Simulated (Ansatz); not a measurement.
# Gap against volume in glassy 76Al2O3-24P2O5 (mol %) (137 atoms)

Density of this cell: 2.78 g/cm³. The cell holds 137 atoms: 38 Al, 12 P and 87 O. Cell: a = 11.954 Å, b = 11.735 Å, c = 11.907 Å, α = 89.3°, β = 92.1°, γ = 87.8°. The starting structure: 137 atoms (38 Al, 12 P, 87 O) placed at random at 2.77 g/cm³, melted at 4000 K for 10 ps at fixed volume with the Morse and Coulomb pair potential with partial charges (Pedone, Malavasi, Menziani, Cormack and Segre, J. Phys. Chem. B 110, 11780 (2006)). Quenched from 4000 K to 300 K at 50 K/ps and fixed volume, held 10 ps at zero pressure.

Calculated with Ansatz 0.2.0: Kohn-Sham DFT, PBE, PAW (set soft_2), plane waves; cutoff 420 eV, Γ point, fixed occupations. The relaxed cell was scaled evenly and the atoms were relaxed at each volume. The gap is that between the highest filled and the lowest empty Kohn-Sham level on the run's k-points.

```
volume (Å³/atom)  gap (eV)
          10.956               4.312
          11.443                   ?
          11.809               3.867
          12.174               3.821
          12.539               3.498
          12.904               3.377
```

Task: Fit a straight line in ln V to the rows given and interpolate to the withheld row.

Worked fit:

A volume deformation potential makes the spacing linear in u = ln(V/V0), with V0 = 12.174 Å³ the relaxed volume; v is the spacing.

```
u = ln(V/V0)  v (eV)
   -0.105360  4.3121
  -0.0304592  3.8668
           0  3.8206
   0.0295588  3.4984
   0.0582686  3.3773
```

With n = 5: mean u = -0.00959840, mean v = 3.77504, Σ(u − ū)² = 0.015837, Σ(u − ū)(v − v̄) = -0.090733. Slope b = -0.090733 / 0.015837 = -5.7292; intercept a = v̄ − b ū = 3.7200.

At the withheld volume u = -0.06188, and v = a + b u.

Prediction at 11.443: 4.075 eV. The run gave 4.000 eV, so the fit is high by 0.074 eV (1.9 % of the value).

The slope, -5.73 eV, says that the spacing narrows on expansion. Among the rows given, the largest miss of the fit is at 12.174, by 0.10 eV (11 % of the range of the table).

Limits: The table spans 16 % in volume, wide for a linear law. Semilocal functionals tend to put gaps under measured ones. Only the Γ point is sampled. Atoms move by up to 1.1 Å in these relaxations, so the structure changes along the series. Defect or tail levels can set the spacing of a disordered cell.

[Logs are printed without paths, hosts, clocks, repeated set-up lines and the standing remarks that a program may print on its own settings, such as how far it seeks lower states.]

[Hosts, paths, dates, database ids (printed as entryN), source tags and the programs' standing remarks are cut or masked in the printed files.]
